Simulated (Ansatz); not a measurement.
# The perfect W wire along [110], 11 atoms a period, part 2 of 2

What gap, if any, does the W wire along [110], 11 atoms a period have, and how many channels would it open?

Ansatz 0.2.0; DFT PBE, plane waves, PAW; relaxation of a wire's period; PAW set soft_1 (the session's first sound run).

So far: Starting point; Relaxation of atoms and period.

## Step 2: Relaxation of atoms and period (continued)

Relaxation path:

```csv
step,energy less that of the first step (eV),largest force component (eV/Å),pressure (GPa),volume (Å³)
1,0.0000,3.7150,-7.21,664.65
2,-2.5792,0.7894,-0.91,649.70
3,-2.6022,0.9104,0.16,647.58
4,-2.6728,0.1346,0.04,648.23
5,-2.6767,0.0542,-0.10,648.31
6,-2.6775,0.0060,-0.08,647.95
7*,-2.6754,0.0059,-0.07,647.95
```

Relaxation steps marked * repeat the geometry before them on a plane-wave basis chosen anew for their cell, so energy and pressure can jump there.

Forces are held to the 8 operations that the run works with; a distortion that breaks them can't arise in this run.

| cell as run | before | after | change |
| --- | --- | --- | --- |
| c (Å) | 4.483 | 4.370 | -2.5 % |

The atoms that moved most (Å, along periodic axes as changes of fractional coordinates times the final cell, across vacuum about the mean position):

```csv
atom,dx,dy,dz,length
W1,0.207,0.000,0.000,0.207
W5,-0.207,0.000,0.000,0.207
W8,0.000,-0.175,0.000,0.175
W7,0.000,0.175,0.000,0.175
W11,-0.115,0.115,0.000,0.162
W4,-0.115,-0.115,0.000,0.162
W10,0.115,0.115,0.000,0.162
W2,0.115,-0.115,0.000,0.162
```

This step gave:

```
energy at zero smearing    : -114222.6073 eV
cell length along the wire : 4.370 Å
```

The cell's length comes to 4.370 Å with spin left out.

## Step 3: The wire at its relaxed period

This step: DFT PBE, plane waves, PAW; bands of a perfect wire; PAW set soft_1 (Ansatz 0.2.0).

At the relaxed period the bands are computed along the axis; those that cross an energy going forward count the channels that a perfect wire would open there.

The input, input.yaml:

```yaml
crystal:
  lattice:
    - [13.14, 0.0, 0.0]
    - [0.0, 11.283, 0.0]
    - [0.0, 0.0, 4.370376919]
  atoms:
    - { symbol: W, position: [0.27447957, 0.500002526, 0.0] }
    - { symbol: W, position: [0.388094434, 0.688503705, 0.0] }
    - { symbol: W, position: [0.5, 0.500002526, 0.0] }
    - { symbol: W, position: [0.611905566, 0.688503705, 0.0] }
    - { symbol: W, position: [0.72552043, 0.500002526, 0.0] }
    - { symbol: W, position: [0.372204866, 0.500002526, 0.5] }
    - { symbol: W, position: [0.5, 0.316866071, 0.5] }
    - { symbol: W, position: [0.5, 0.683138981, 0.5] }
    - { symbol: W, position: [0.627795134, 0.500002526, 0.5] }
    - { symbol: W, position: [0.388094434, 0.311501347, 0.0] }
    - { symbol: W, position: [0.611905566, 0.311501347, 0.0] }
kpoints:
  mp_grid: { grid: [1, 1, 19] }
  band_path: { path: ["Γ", Z], npoints: 90 }
scf:
  occupations: { method: fermi_dirac, width: 0.05 }
hamiltonian:
  xc: pbe
  pseudopotentials: { kind: paw, azcp: { folder: soft_1 } }
output:
  dos: { e_range: [-5, 4] }
  write_potential: true
  write_density: true
  volumetric_format: npy
```

Started as:

```
$ ansatz run input.yaml --threads 4 --pin off --max-ram 16384MiB --backend cpu --events-out ev --progress --plain --runs-dir out
```

Numbers of over 12 decimals in the logs are rounded to 6 here.

The program printed:

```text
[...]
Crystal: 11 atoms, lattice volume = 647.946 Å³
Basis set: ecut = 420 eV, 12661 PW (Γ)
Bands: 93, of which v1, the nominal top of the filled ones, is band 77 counted from 1 (76 counted from 0)
Symmetry: 8 space group operations
[...]
k-points: 10 of 19
[...]
SCF iter   1: F=—  HF=-114235.497414 eV  |F-HF|=—  |Δ(HF+E_count)|=         —  Δρ=4.61e-2  dr2=7.61e1  ethr=3.10e-3  ⟨swp⟩=10.5  Hψ=4462  notcnv=0
[...]
SCF iter  13: F=-114222.661275 eV  HF=-114222.661275 eV  |F-HF|=3.43e-8  |Δ(HF+E_count)|=   2.27e-7  Δρ=2.34e-6  dr2=7.84e-8  ethr=6.49e-11  ⟨swp⟩=13.9  Hψ=3785  notcnv=0
SCF 1 converged in 13 iterations: F = -114222.661275 eV  dr2 = 7.84e-8
[...]
NSCF: frozen V_eff on 91 k-points
WARN: The output density's exchange-correlation potential varies sharply where the density is thin. Do not read a vacuum level from v_tot or v_xc, or from such a field of the output density. On a cell that repeats whose density bears no net charge and no dipole along the vacuum's axis use v_es (v_loc + v_h of the components); under efield.dipole_correction with no amplitude use v_es + v_field, which holds any externa [...]
SCF converged after 13 iterations
Free energy (F): -114222.661275 eV
[...]
Internal energy: -114222.556836 eV  (E = F + TS)
E sigma→0 (E₀):  -114222.609055 eV
Entropy (-TS):   -0.104438 eV (-9.494 meV/atom)
Fermi energy:    3.459197 eV
[...]
--- Band table (eV; the first three rows and the last of 10) ---
  k-point 0: bands = [... 73 lower, 2.6471, 2.7556, 3.0227, 3.2577, 3.3816, 3.4309, 3.5792, 3.8047, ... 12 higher]
  k-point 1: bands = [... 73 lower, 2.6408, 2.7982, 3.1115, 3.2368, 3.3924, 3.4707, 3.5848, 3.7923, ... 12 higher]
  k-point 2: bands = [... 73 lower, 2.6924, 2.8600, 3.2241, 3.3040, 3.4234, 3.5490, 3.6044, 3.7623, ... 12 higher]
  k-point 9: bands = [... 73 lower, 2.7809, 2.8851, 2.9526, 3.5159, 3.6592, 3.7262, 3.8332, 3.9366, ... 12 higher]
```

Run time: 76 s. Hardware: 4 threads of Intel Xeon Platinum 8259CL at 2.50GHz (Skylake/Cascade Lake), shared host; peak memory 3.1 GiB.

This step gave:

| Item | Value |
| --- | --- |
| energy at zero smearing | -114222.6091 eV |
| band gap | 0 eV |

The electronic bands at the labelled points (eV, zero at the Fermi level):

```csv
point,band 74,band 75,band 76,band 77,band 78,band 79,band 80,band 81
Γ,-0.81,-0.70,-0.44,-0.20,-0.08,-0.03,0.12,0.35
halfway,-0.30,-0.22,-0.18,-0.15,0.11,0.33,0.33,0.59
Z,-0.70,-0.59,-0.53,0.04,0.20,0.26,0.38,0.53
```

Between Γ and Z the bands cross the Fermi level 3 times, so a perfect wire would conduct at least 3 G₀, with spin left out.

## Step 4: Results

| Quantity | Value |
| --- | --- |
| cell length, PBE | 4.370 Å |
| ballistic conductance by band crossings, a lower bound, PBE | 3 G₀ |

**Reading.** Under PBE the cell's length is 4.37 Å, and the bands cross the Fermi level 3 times between Γ and Z, which gives a perfect wire at least 3 G₀ (opposite crossings within one step of the path cancel in such a count). No spin was allowed, though thin wires with open d shells can turn magnetic. Spin-orbit coupling is left out, which matters for the bands of heavy atoms.

[Logs are printed without paths, hosts, clocks, repeated set-up lines and the standing remarks that a program may print on its own settings, such as how far it seeks lower states.]

[Hosts, paths, dates, database ids (printed as entryN), source tags and the programs' standing remarks are cut or masked in the printed files.]
